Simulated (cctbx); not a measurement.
# A disordered crystal of nominal Lu12Rh5C15

Cell a = 10.3910 Å, b = 10.3910 Å, c = 4.8230 Å, α = 90.00°, β = 90.00°, γ = 120.00°; space group P-62m (no. 189); nominal formula Lu12Rh5C15.

Simulated single-crystal data (cctbx): Mo Kα, λ = 0.71073 Å, to d = 0.75 Å, 80 % of the full sphere, strongest reflection 70000 counts, noise from counting, a 2 % proportional error and a noise floor of 15 counts (s.d.); no absorption.

With every site full:

```text
Rint 0.025, 455 unique reflections to 0.75 A
cycle     R1     wR2    GooF  max shift (A)
   1  0.0648  0.1432   9.451   0.01687
   3  0.0085  0.0176   1.161   0.00006
final R1 0.0085 wR2 0.0176 GooF 1.161  parameters 38  data/parameter 12.0
atom        x        y        z      Ueq    occ   su(xyz)  su(Uiso or U11)
Lu1    0.57063  0.57063  0.50000   0.0122  1.000  0.00003  0.0001
Lu2    0.73174  0.18185  0.00000   0.0139  1.000  0.00003  0.0001
Lu3    0.20685  0.20685  0.50000   0.0116  1.000  0.00004  0.0001
Rh1    0.66667  0.33333  0.50000   0.0106  1.000  0.00000  0.0003
Rh2    0.84425  0.84425  0.00000   0.0152  1.000  0.00008  0.0003
C1     0.72321  0.19618  0.50000   0.0192  1.000  0.00077  0.0029
C2     0.53994  0.53994  0.00000   0.0372  1.000  0.00120  0.0053
C3     0.21158  0.21158  0.00000   0.0276  1.000  0.00118  0.0041
C4     0.67534  0.67534  0.00000   0.0278  1.000  0.00134  0.0045
difference map: max 0.88 min -0.79 rms 0.17
Q1    0.0000  0.0000  0.5000    1    0.92  2.15 A from Lu3
Q2    0.0000  0.4779  0.5000    3    0.83  0.50 A from Lu1
Q3    0.0000  0.7678  0.5000    3    0.78  0.26 A from Lu3
Q4    0.0000  0.4048  0.5000    3    0.67  0.25 A from Lu1
Q5    0.0000  0.5059  0.1170    6    0.63  0.74 A from C2
Q6    0.0000  0.1303  0.4374    6    0.62  1.91 A from Lu3
```

With the occupancies of the suspect sites free, each still typed as its main element:

```text
Rint 0.025, 455 unique reflections to 0.75 A
cycle     R1     wR2    GooF  max shift (A)
   1  0.0290  0.0689   4.551   0.00976
   6  0.0069  0.0139   0.916   0.00021
final R1 0.0069 wR2 0.0139 GooF 0.916  parameters 39  data/parameter 11.7
atom        x        y        z      Ueq    occ   su(xyz)  su(Uiso or U11)
Lu1    0.57063  0.57063  0.50000   0.0128  1.000  0.00003  0.0001
Lu2    0.73173  0.18183  0.00000   0.0132  0.970  0.00003  0.0001
Lu3    0.20688  0.20688  0.50000   0.0123  1.000  0.00003  0.0001
Rh1    0.66667  0.33333  0.50000   0.0114  1.000  0.00000  0.0002
Rh2    0.84427  0.84427  0.00000   0.0158  1.000  0.00007  0.0002
C1     0.72360  0.19615  0.50000   0.0187  1.000  0.00061  0.0023
C2     0.53947  0.53947  0.00000   0.0376  1.000  0.00094  0.0041
C3     0.21365  0.21365  0.00000   0.0302  1.000  0.00096  0.0033
C4     0.67585  0.67585  0.00000   0.0294  1.000  0.00107  0.0036
su of occupancy Lu2: 0.002
difference map: max 0.65 min -0.50 rms 0.13
Q1    0.0000  0.5055  0.1122    6    0.67  0.71 A from C2
Q2    0.0000  0.7626  0.1098    6    0.49  0.58 A from C3
Q3    0.0000  0.1240  0.5000    3    0.49  1.87 A from Lu3
Q4    0.0000  0.8790  0.3904    6    0.46  1.04 A from Lu3
Q5    0.0799  0.7049  0.0000    6    0.46  0.95 A from Lu2
Q6    0.1041  0.7982  0.5000    6    0.46  1.06 A from Lu3
```

**Question.** What is the disorder?

X-rays count electrons. Lu2 refines to 0.970(0.002), or 68.9 electrons; the site truly holds 0.97 Lu, 68.9 electrons, which is 0.970 of Lu. A value under 1 can't tell vacancies from a lighter guest, and one over 1 needs a heavier guest; chemistry or a second radiation must settle which. Occupancy correlates with U and the scale, so the match is approximate.

Freeing them takes R1 from 0.0085 to 0.0069 and GooF from 1.16 to 0.92.

The model is made up (kin elements in a known structure type, no relaxation), so it says nothing on whether the phase exists.

[Middle refinement cycles are left out of these outputs.]

[Logs are printed without paths, hosts, clocks, repeated set-up lines and the standing remarks that a program may print on its own settings, such as how far it seeks lower states.]
